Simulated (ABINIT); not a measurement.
# CdS (Greenockite): bands and cutoff in G0W0 with ABINIT, part 2 of 2

What does each rung of G0W0 on CdS (Greenockite) cost, and what does it buy?

ABINIT 10.8.3; PBE and many-body steps on it, plane waves. Known limits of the many-body steps: not at the basis limit; no spin-orbit coupling; coarse k mesh.

So far. Step 3 (Screening, 3×3×2 mesh, 116 bands, screening to 68.6 eV): Local fields lower ε∞ by 5 %. On a Γ-centred mesh this coarse the value itself is usually too large, while a short band sum pulls it down. Step 4 (116 bands, 68.6 eV): The gap on the mesh goes from 1.20 eV to 2.03 eV, a correction of +0.83 eV.

### Step 6. 164 bands, 90.6 eV

This step: G0W0 on PBE, plane waves, norm-conserving pseudopotentials.

run.abi reads:

```
acell 3*1.0 Angstrom
rprim 
  4.137000000025 -0.000000000006 0.000000000000
  -2.068500000008 3.582747095481 0.000000000000
  0.000000000000 0.000000000000 6.714400000000
ntypat 2
znucl 48 16
natom 4
typat 1 1 2 2
xred 
  0.666666666667 0.333333333333 0.000000000000
  0.333333333333 0.666666666667 0.500000000000
  0.666666666667 0.333333333333 0.375000000000
  0.333333333333 0.666666666667 0.875000000000
pp_dirpath "pseudos"
pseudos "Cd.upf, S.upf"
ecut 47
ngkpt 3 3 2
nshiftk 1
shiftk 0 0 0
kptopt 1
chksymbreak 0
istwfk *1
occopt 1
irdwfk 1
optdriver 4
nband 164
gwcalctyp 0
ecutsigx 47
symsigma 1
nkptgw 2
kptgw 
  0.0000000000 0.0000000000 0.0000000000
  0.0000000000 0.0000000000 0.5000000000
bdgw 
  25 28
  23 28
ecuteps 3.33
irdscr 1
ppmodel 1
indata_prefix "in"
outdata_prefix "out"
tmpdata_prefix "tmp"
```

The run is started by

```
OMP_NUM_THREADS=1 mpirun -n 4 abinit run.abi > log
```

Numbers of over 12 decimals in the logs are rounded to 6 here.

Log:

```text
.Version 10.8.3 of ABINIT. v10.8.2 released Aug 2026.

 Symmetries : space group P6_3 m c (#186); Bravais hP (primitive hexag.)
[... echo of the input left out ...]
== DATASET  1 ==================================================================
-   mpi_nproc: 4, omp_nthreads: 1 (-1 if OMP is not activated)

--- !DatasetInfo
iteration_state: {dtset: 1, }
dimensions: {natom: 4, nkpt: 6, mband: 164, nsppol: 1, nspinor: 1, nspden: 1, mpw: 10374, }
cutoff_energies: {ecut:  47.0, pawecutdg:  -1.0, }
electrons: {nelect:   5.20000000E+01, charge:   0.00000000E+00, occopt:   1.00000000E+00, tsmear:   1.00000000E-02, }

 SIGMA: Calculation of the GW corrections

 Based on a program developped by R.W. Godby, V. Olevano, G. Onida, and L. Reining.
 Incorporated in ABINIT by V. Olevano, G.-M. Rignanese, and M. Torrent.
.Using double precision arithmetic ; gwpc =  8

[... cell and pseudopotentials left out ...]
--------------------------------------------------------------------------------

 ==== K-mesh for the wavefunctions ====
 Number of points in the irreducible wedge :     6
[... list of points left out ...]
 Together with 12 symmetry operations and time-reversal symmetry
 yields    18 points in the full Brillouin Zone.

 ==== Q-mesh for screening function ====
 Number of points in the irreducible wedge :     6
[... list of points left out ...]
 Together with 12 symmetry operations and time-reversal symmetry
 yields    18 points in the full Brillouin Zone.

 vcoul_init : cutoff-mode = AUXILIARY_FUNCTION
 q-points for optical limit:   1
     1)      0.000010    0.000020    0.000030
 setmesh: FFT mesh size selected  =    45x   45x   80
          total number of points  =       162000

 Number of electrons calculated from density =   52.0000; Expected =   52.0000
[...]
number of omega for Sigma on real axis              0
 max omega for Sigma on real axis  [eV]           0.00
 zcut for avoiding poles [eV]                     0.10

 EPSILON^-1 parameters (SCR file):
 dimension of the eps^-1 matrix on file            197
 dimension of the eps^-1 matrix used               197
 number of plane-waves for wavefunctions         10251
 number of bands                                   164
 number of q-points in IBZ                           6
 number of frequencies                               2
 number of real frequencies                          1
 number of imag frequencies                          1

 matrix elements of self-energy operator (all in [eV])

 Perturbative Calculation

--- !SelfEnergy_ee
iteration_state: {dtset: 1, }
kpoint     : [   0.000,    0.000,    0.000, ]
spin       : 1
KS_gap     :    1.198
QP_gap     :    2.024
Delta_QP_KS:    0.826
data: !SigmaeeData |
     Band     E0 <VxcDFT>   SigX SigC(E0)      Z dSigC/dE  Sig(E)    E-E0       E
       25   4.369 -15.331 -18.293   2.406   0.782  -0.279 -15.765  -0.434   3.935
       26   4.369 -15.331 -18.293   2.406   0.782  -0.279 -15.765  -0.434   3.935
       27   5.567 -10.684  -6.575  -3.627   0.814  -0.228 -10.292   0.392   5.959
[...]
--- !SelfEnergy_ee
iteration_state: {dtset: 1, }
kpoint     : [   0.000,    0.000,    0.500, ]
spin       : 1
KS_gap     :    3.241
QP_gap     :    4.179
Delta_QP_KS:    0.938
data: !SigmaeeData |
     Band     E0 <VxcDFT>   SigX SigC(E0)      Z dSigC/dE  Sig(E)    E-E0       E
[...]
27   7.211 -11.164  -6.784  -3.811   0.810  -0.234 -10.703   0.461   7.671
       28   7.211 -11.164  -6.784  -3.811   0.810  -0.234 -10.703   0.461   7.671

== END DATASET(S) ==============================================================
================================================================================

 -outvars: echo values of variables after computation  --------
           etotal      0.0000000000E+00
            nband         164
             nkpt           6
          spgroup         186
 [... the other variables as echoed above ...]

 Calculation completed.
```

Elapsed: 10 s, on 4 MPI ranks of Arm Neoverse V1, shared host; peak memory 1.2 GiB.

Numbers from this step:

```yaml
g0w0_gap_on_the_points_computed: 2.024 eV
starting_gap_on_the_mesh: 1.198 eV
k_of_the_valence_top: 0, 0, 0
k_of_the_conduction_bottom: 0, 0, 0
z_at_the_valence_top: 0.782
z_at_the_conduction_bottom: 0.814
least_direct_g0w0_gap_on_the_computed_points: 2.024 eV
```

Against G0W0 in ABINIT (3×3×2 mesh, 116 bands, screening to 68.6 eV, Godby-Needs plasmon pole), the gap moves by −0.002 eV.

### Step 7. Screening, 3×3×2 mesh, 238 bands, screening to 120.8 eV

This step: RPA screening on PBE, plane waves, norm-conserving pseudopotentials.

Changes to run.abi since step 6:

```diff
@@ -25,17 +25,8 @@
 irdwfk 1
-optdriver 4
-nband 164
-gwcalctyp 0
-ecutsigx 47
-symsigma 1
-nkptgw 2
-kptgw 
-  0.0000000000 0.0000000000 0.0000000000
-  0.0000000000 0.0000000000 0.5000000000
-bdgw 
-  25 28
-  23 28
-ecuteps 3.33
-irdscr 1
-ppmodel 1
+optdriver 3
+nband 238
+ecuteps 4.44
+inclvkb 2
+awtr 1
+symchi 1
 indata_prefix "in"
```

Log:

```text
.Version 10.8.3 of ABINIT. v10.8.2 released Aug 2026.

 Symmetries : space group P6_3 m c (#186); Bravais hP (primitive hexag.)
[... echo of the input left out ...]
== DATASET  1 ==================================================================
-   mpi_nproc: 4, omp_nthreads: 1 (-1 if OMP is not activated)

--- !DatasetInfo
iteration_state: {dtset: 1, }
dimensions: {natom: 4, nkpt: 6, mband: 238, nsppol: 1, nspinor: 1, nspden: 1, mpw: 10374, }
cutoff_energies: {ecut:  47.0, pawecutdg:  -1.0, }
[...]
--------------------------------------------------------------------------------
[... chi0 elements left out ...]
 For q-point:  0.000010 0.000020 0.000030
  dielectric constant =  13.5896
  dielectric constant without local fields =  14.3855

  Average fulfillment of the sum rule on Im[epsilon] for q-point    1 :     71.60  [%]
[... wings left out ...]
  q-point number  2        q = ( 0.333333, 0.000000, 0.000000) [r.l.u.]
--------------------------------------------------------------------------------
[... chi0 elements left out ...]
  Average fulfillment of the sum rule on Im[epsilon] for q-point    2 :     75.41  [%]

 [... 4 further q-points ...]
```

Elapsed: 1.9 min, on 4 MPI ranks; peak memory 1.9 GiB.

This step gave:

```
ε∞ with local fields, on this mesh, along the program's q direction : 13.59
the same without local fields                                       : 14.39
plasma frequency                                                    : 26.84 eV
plane waves in the screening matrix                                 : 313
```

### Step 8. 238 bands, 120.8 eV

This step: G0W0 on PBE, plane waves, norm-conserving pseudopotentials.

Changes to run.abi since step 7:

```diff
@@ -25,8 +25,17 @@
 irdwfk 1
-optdriver 3
+optdriver 4
 nband 238
+gwcalctyp 0
+ecutsigx 47
+symsigma 1
+nkptgw 2
+kptgw 
+  0.0000000000 0.0000000000 0.0000000000
+  0.0000000000 0.0000000000 0.5000000000
+bdgw 
+  25 28
+  23 28
 ecuteps 4.44
-inclvkb 2
-awtr 1
-symchi 1
+irdscr 1
+ppmodel 1
 indata_prefix "in"
```

Log:

```text
.Version 10.8.3 of ABINIT. v10.8.2 released Aug 2026.

 Symmetries : space group P6_3 m c (#186); Bravais hP (primitive hexag.)
[... echo of the input left out ...]
== DATASET  1 ==================================================================
-   mpi_nproc: 4, omp_nthreads: 1 (-1 if OMP is not activated)

--- !DatasetInfo
iteration_state: {dtset: 1, }
dimensions: {natom: 4, nkpt: 6, mband: 238, nsppol: 1, nspinor: 1, nspden: 1, mpw: 10374, }
cutoff_energies: {ecut:  47.0, pawecutdg:  -1.0, }
[...]
Band     E0 <VxcDFT>   SigX SigC(E0)      Z dSigC/dE  Sig(E)    E-E0       E
[...]
27   7.211 -11.164  -6.784  -3.982   0.809  -0.237 -10.842   0.322   7.533
       28   7.211 -11.164  -6.784  -3.982   0.809  -0.237 -10.842   0.322   7.533

== END DATASET(S) ==============================================================
================================================================================

 -outvars: echo values of variables after computation  --------
           etotal      0.0000000000E+00
            nband         238
             nkpt           6
          spgroup         186
 [... the other variables as echoed above ...]

 Calculation completed.
```

Wall time 23 s (4 MPI ranks); peak memory 1.6 GiB.

This step gave:

```
G0W0 gap on the points computed              : 2.061 eV
starting gap on the mesh                     : 1.198 eV
k of the valence top                         : 0, 0, 0
k of the conduction bottom                   : 0, 0, 0
least direct G0W0 gap on the computed points : 2.061 eV
```

Against G0W0 in ABINIT (3×3×2 mesh, 164 bands, screening to 90.6 eV, Godby-Needs plasmon pole), the gap moves by +0.037 eV.

### Step 9. Screening, 3×3×2 mesh, 341 bands, screening to 157 eV

This step: RPA screening on PBE, plane waves, norm-conserving pseudopotentials.

Changes to run.abi since step 8:

```diff
@@ -25,17 +25,8 @@
 irdwfk 1
-optdriver 4
-nband 238
-gwcalctyp 0
-ecutsigx 47
-symsigma 1
-nkptgw 2
-kptgw 
-  0.0000000000 0.0000000000 0.0000000000
-  0.0000000000 0.0000000000 0.5000000000
-bdgw 
-  25 28
-  23 28
-ecuteps 4.44
-irdscr 1
-ppmodel 1
+optdriver 3
+nband 341
+ecuteps 5.77
+inclvkb 2
+awtr 1
+symchi 1
 indata_prefix "in"
```

Log:

```text
.Version 10.8.3 of ABINIT. v10.8.2 released Aug 2026.

 Symmetries : space group P6_3 m c (#186); Bravais hP (primitive hexag.)
[... echo of the input left out ...]
== DATASET  1 ==================================================================
-   mpi_nproc: 4, omp_nthreads: 1 (-1 if OMP is not activated)

--- !DatasetInfo
iteration_state: {dtset: 1, }
dimensions: {natom: 4, nkpt: 6, mband: 341, nsppol: 1, nspinor: 1, nspden: 1, mpw: 10374, }
cutoff_energies: {ecut:  47.0, pawecutdg:  -1.0, }
[...]
--------------------------------------------------------------------------------
[... chi0 elements left out ...]
 For q-point:  0.000010 0.000020 0.000030
  dielectric constant =  13.5859
  dielectric constant without local fields =  14.3885

  Average fulfillment of the sum rule on Im[epsilon] for q-point    1 :     79.91  [%]
[... wings left out ...]
  q-point number  2        q = ( 0.333333, 0.000000, 0.000000) [r.l.u.]
--------------------------------------------------------------------------------
[... chi0 elements left out ...]
  Average fulfillment of the sum rule on Im[epsilon] for q-point    2 :     82.84  [%]

 [... 4 further q-points ...]
```

The job ended after 3.5 min (4 MPI ranks; peak memory 2.7 GiB; 14 min of CPU time).

Numbers from this step:

| Quantity | Value |
| --- | --- |
| ε∞ with local fields, on this mesh, along the program's q direction | 13.59 |
| the same without local fields | 14.39 |
| plasma frequency | 26.84 eV |
| plane waves in the screening matrix | 451 |

### Step 10. 341 bands, 157 eV

This step: G0W0 on PBE, plane waves, norm-conserving pseudopotentials.

Changes to run.abi since step 9:

```diff
@@ -25,8 +25,17 @@
 irdwfk 1
-optdriver 3
+optdriver 4
 nband 341
+gwcalctyp 0
+ecutsigx 47
+symsigma 1
+nkptgw 2
+kptgw 
+  0.0000000000 0.0000000000 0.0000000000
+  0.0000000000 0.0000000000 0.5000000000
+bdgw 
+  25 28
+  23 28
 ecuteps 5.77
-inclvkb 2
-awtr 1
-symchi 1
+irdscr 1
+ppmodel 1
 indata_prefix "in"
```

Log:

```text
.Version 10.8.3 of ABINIT. v10.8.2 released Aug 2026.

 Symmetries : space group P6_3 m c (#186); Bravais hP (primitive hexag.)
[... echo of the input left out ...]
== DATASET  1 ==================================================================
-   mpi_nproc: 4, omp_nthreads: 1 (-1 if OMP is not activated)

--- !DatasetInfo
iteration_state: {dtset: 1, }
dimensions: {natom: 4, nkpt: 6, mband: 341, nsppol: 1, nspinor: 1, nspden: 1, mpw: 10374, }
cutoff_energies: {ecut:  47.0, pawecutdg:  -1.0, }
[...]
Band     E0 <VxcDFT>   SigX SigC(E0)      Z dSigC/dE  Sig(E)    E-E0       E
[...]
27   7.211 -11.164  -6.784  -4.099   0.808  -0.238 -10.937   0.227   7.437
       28   7.211 -11.164  -6.784  -4.099   0.808  -0.238 -10.937   0.227   7.437

== END DATASET(S) ==============================================================
================================================================================

 -outvars: echo values of variables after computation  --------
           etotal      0.0000000000E+00
            nband         341
             nkpt           6
          spgroup         186
 [... the other variables as echoed above ...]

 Calculation completed.
```

Run time: 55 s. Hardware: 4 MPI ranks; peak memory 2.5 GiB; 3.7 min of CPU time.

This step gave:

- G0W0 gap on the points computed: 2.088 eV
- starting gap on the mesh: 1.198 eV
- k of the valence top: 0, 0, 0
- k of the conduction bottom: 0, 0, 0
- least direct G0W0 gap on the computed points: 2.088 eV

Against G0W0 in ABINIT (3×3×2 mesh, 238 bands, screening to 120.8 eV, Godby-Needs plasmon pole), the gap moves by +0.027 eV.

### Step 11. Screening, 3×3×2 mesh, 483 bands, screening to 201.4 eV

This step: RPA screening on PBE, plane waves, norm-conserving pseudopotentials.

Changes to run.abi since step 10:

```diff
@@ -25,17 +25,8 @@
 irdwfk 1
-optdriver 4
-nband 341
-gwcalctyp 0
-ecutsigx 47
-symsigma 1
-nkptgw 2
-kptgw 
-  0.0000000000 0.0000000000 0.0000000000
-  0.0000000000 0.0000000000 0.5000000000
-bdgw 
-  25 28
-  23 28
-ecuteps 5.77
-irdscr 1
-ppmodel 1
+optdriver 3
+nband 483
+ecuteps 7.4
+inclvkb 2
+awtr 1
+symchi 1
 indata_prefix "in"
```

Log:

```text
.Version 10.8.3 of ABINIT. v10.8.2 released Aug 2026.

 Symmetries : space group P6_3 m c (#186); Bravais hP (primitive hexag.)
[... echo of the input left out ...]
== DATASET  1 ==================================================================
-   mpi_nproc: 4, omp_nthreads: 1 (-1 if OMP is not activated)

--- !DatasetInfo
iteration_state: {dtset: 1, }
dimensions: {natom: 4, nkpt: 6, mband: 483, nsppol: 1, nspinor: 1, nspden: 1, mpw: 10374, }
cutoff_energies: {ecut:  47.0, pawecutdg:  -1.0, }
[...]
--------------------------------------------------------------------------------
[... chi0 elements left out ...]
 For q-point:  0.000010 0.000020 0.000030
  dielectric constant =  13.5804
  dielectric constant without local fields =  14.3895

  Average fulfillment of the sum rule on Im[epsilon] for q-point    1 :     85.84  [%]
[... wings left out ...]
  q-point number  2        q = ( 0.333333, 0.000000, 0.000000) [r.l.u.]
--------------------------------------------------------------------------------
[... chi0 elements left out ...]
  Average fulfillment of the sum rule on Im[epsilon] for q-point    2 :     87.94  [%]

 [... 4 further q-points ...]
```

Run time: 6.7 min. Hardware: 4 MPI ranks; peak memory 3.8 GiB; 27 min of CPU time.

Numbers from this step:

- ε∞ with local fields, on this mesh, along the program's q direction: 13.58
- the same without local fields: 14.39
- plasma frequency: 26.84 eV
- plane waves in the screening matrix: 639

### Step 12. 483 bands, 201.4 eV

This step: G0W0 on PBE, plane waves, norm-conserving pseudopotentials.

Changes to run.abi since step 11:

```diff
@@ -25,8 +25,17 @@
 irdwfk 1
-optdriver 3
+optdriver 4
 nband 483
+gwcalctyp 0
+ecutsigx 47
+symsigma 1
+nkptgw 2
+kptgw 
+  0.0000000000 0.0000000000 0.0000000000
+  0.0000000000 0.0000000000 0.5000000000
+bdgw 
+  25 28
+  23 28
 ecuteps 7.4
-inclvkb 2
-awtr 1
-symchi 1
+irdscr 1
+ppmodel 1
 indata_prefix "in"
```

Log:

```text
.Version 10.8.3 of ABINIT. v10.8.2 released Aug 2026.

 Symmetries : space group P6_3 m c (#186); Bravais hP (primitive hexag.)
[... echo of the input left out ...]
== DATASET  1 ==================================================================
-   mpi_nproc: 4, omp_nthreads: 1 (-1 if OMP is not activated)

--- !DatasetInfo
iteration_state: {dtset: 1, }
dimensions: {natom: 4, nkpt: 6, mband: 483, nsppol: 1, nspinor: 1, nspden: 1, mpw: 10374, }
cutoff_energies: {ecut:  47.0, pawecutdg:  -1.0, }
[...]
Band     E0 <VxcDFT>   SigX SigC(E0)      Z dSigC/dE  Sig(E)    E-E0       E
[...]
27   7.211 -11.164  -6.784  -4.181   0.807  -0.238 -11.003   0.161   7.372
       28   7.211 -11.164  -6.784  -4.181   0.807  -0.238 -11.003   0.161   7.372

== END DATASET(S) ==============================================================
================================================================================

 -outvars: echo values of variables after computation  --------
           etotal      0.0000000000E+00
            nband         483
             nkpt           6
          spgroup         186
 [... the other variables as echoed above ...]

 Calculation completed.
```

The job ended after 2.4 min (4 MPI ranks; peak memory 3.9 GiB).

This step gave:

```
G0W0 gap on the points computed              : 2.113 eV
starting gap on the mesh                     : 1.198 eV
k of the valence top                         : 0, 0, 0
k of the conduction bottom                   : 0, 0, 0
least direct G0W0 gap on the computed points : 2.113 eV
```

Against G0W0 in ABINIT (3×3×2 mesh, 341 bands, screening to 157 eV, Godby-Needs plasmon pole), the gap moves by +0.025 eV.

### Step 13. The runs together

Times are wall times on 4 MPI ranks of Arm Neoverse V1, shared host, good to a factor of about two. A run's time includes the screening step that it read.

```csv
run,mesh,bands,screening cutoff (eV),DFT gap (eV),gap on the mesh (eV),direct (eV),ε∞ used,time
"116 bands, 68.6 eV",3×3×2,116,68.6,1.198,2.026,2.026,13.65,46 s
"164 bands, 90.6 eV",3×3×2,164,90.6,1.198,2.024,2.024,13.61,78 s
"238 bands, 120.8 eV",3×3×2,238,120.8,1.198,2.061,2.061,13.59,2.3 min
"341 bands, 157 eV",3×3×2,341,157,1.198,2.088,2.088,13.59,4.4 min
"483 bands, 201.4 eV",3×3×2,483,201.4,1.198,2.113,2.113,13.58,9.1 min
```

### Step 14. Outcome

```json
{
  "116 bands, 68.6 eV": "2.026 eV",
  "164 bands, 90.6 eV": "2.024 eV",
  "238 bands, 120.8 eV": "2.061 eV",
  "341 bands, 157 eV": "2.088 eV",
  "483 bands, 201.4 eV": "2.113 eV",
  "known limits": "not at the basis limit; no spin-orbit coupling; coarse k mesh"
}
```

What this shows: From the first rung to the last the gap moves by +0.09 eV for 12 times the time. In the first G0W0 run levels were corrected at 2 k points alone, so a gap called «on the mesh» is the least over those, and an edge elsewhere would be missed. The 3×3×2 mesh is coarse for this cell, which bears on the long-range parts of exchange and screening. The many-body steps are scalar-relativistic: spin-orbit coupling is not in them.

[Paths, hosts, dates, memory and timing lines, banners, echoed tables and standing remarks are left out of the program output.]

[Logs are printed without paths, hosts, clocks, repeated set-up lines and the standing remarks that a program may print on its own settings, such as how far it seeks lower states.]

[Runs of the session that timed out or met a known fault of the program may be left out.]

[No measured gap is set beside runs whose start may be inverted or whose files or cutoffs have a known fault.]

[Hosts, paths, dates, database ids (printed as entryN), source tags and the programs' standing remarks are cut or masked in the printed files.]

[G0W0 gaps are taken among the corrected bands and points alone; a level outside them can change the order at an edge.]

[Where Ansatz stands beside ABINIT at settings called matched, ABINIT's density can come from a denser mesh and the files from another edition; pairs whose starting gaps differed by over 0.03 eV were left out, so agreement reads better than it is.]
